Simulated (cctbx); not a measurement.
**Interatomic vectors of CaMgI4**

Space group C2/m (no. 12), a = 16.1413 Å, b = 4.4500 Å, c = 7.8190 Å, α = 90.00°, β = 117.34°, γ = 90.00°, content I8 Ca2 Mg2.

Simulated single-crystal data (cctbx): synchrotron X-rays, λ = 0.4959 Å, to d = 0.7 Å, 50 % of the full sphere, strongest reflection 70000 counts, noise from counting, a 2 % proportional error and a noise floor of 15 counts (s.d.); no absorption.

Patterson synthesis from sharpened amplitudes, origin scaled to 1000:

```text
Patterson group C 1 2/m 1
      u       v       w   height  length (A)
  0.000   0.000   0.000   1000.0     0.00
  0.000   0.500   0.500    710.2     4.50
  0.255   0.000   0.598    472.5     6.22
  0.245   0.000   0.902    335.5     4.36
  0.123   0.500   0.955    181.9     3.10
  0.125   0.000   0.449    176.4     3.14
  0.044   0.000   0.935     63.4     1.05
  0.053   0.378   0.592     55.7     4.03
  0.057   0.125   0.085     54.5     1.01
  0.008   0.172   0.928     49.0     0.99
  0.211   0.000   0.661     45.6     5.19
  0.055   0.121   0.006     45.3     1.02
  0.167   0.500   0.887     44.2     3.90
  0.049   0.000   0.132     42.8     0.97
```

Q: Assign the vectors.

A peak at u stands for all pairs with xi − xj = u, with weight Σ ZiZj against Σ Z² = 23560 at the origin. Peak heights follow these weights only roughly, since form factors, motion and series ripples differ, all vectors within 0.55 Å of a peak are counted as merged into it though the farther ones add only part of their weight, and F(000) is left out, which lowers the whole map:

| u | v | w | shortest length (Å) | height | 1000 ΣZiZj/ΣZ² | pairs in the cell |
| --- | --- | --- | --- | --- | --- | --- |
| 0.000 | 0.500 | 0.500 | 4.50 | 710 | 995 | 8 × I–I, 4 × Ca–Mg |
| 0.255 | 0.000 | 0.598 | 4.36 | 472 | 477 | 4 × I–I |
| 0.245 | 0.000 | 0.902 | 4.36 | 336 | 477 | 4 × I–I |
| 0.123 | 0.500 | 0.955 | 3.11 | 182 | 288 | 4 × I–Ca, 4 × I–Mg |
| 0.125 | 0.000 | 0.449 | 3.14 | 176 | 288 | 4 × I–Ca, 4 × I–Mg |
| 0.044 | 0.000 | 0.935 | 1.05 | 63 | 0 | none within 0.55 Å |
| 0.053 | 0.378 | 0.592 | 4.03 | 56 | 0 | none within 0.55 Å |
| 0.057 | 0.125 | 0.085 | 1.02 | 54 | 0 | none within 0.55 Å |
| 0.008 | 0.172 | 0.928 | 0.99 | 49 | 0 | none within 0.55 Å |
| 0.211 | 0.000 | 0.661 | 4.71 | 46 | 0 | none within 0.55 Å |

The table stops at ten peaks or at a height of 45, below which ripples compete. In the model behind the data I, the heaviest element, has 2 independent sites: (0.3808, 1/2, 0.5418) and (0.3739, 0, 0.0566), up to an allowed shift of origin; the I–I vectors are differences of these positions and their symmetry mates. The whole model:

| atom | mult. | x | y | z | Ueq (Å²) |
| --- | --- | --- | --- | --- | --- |
| I1 | 4 | 0.3808 | 1/2 | 0.5418 | 0.0078 |
| I2 | 4 | 0.3739 | 0 | 0.0566 | 0.0077 |
| Ca1 | 2 | 0 | 1/2 | 1/2 | 0.0130 |
| Mg1 | 2 | 0 | 0 | 0 | 0.0226 |

The model was made for the exercise: a known structure type with other elements put in, its volume estimated, not relaxed; displacement parameters are assumed.

[Logs are printed without paths, hosts, clocks, repeated set-up lines and the standing remarks that a program may print on its own settings, such as how far it seeks lower states.]
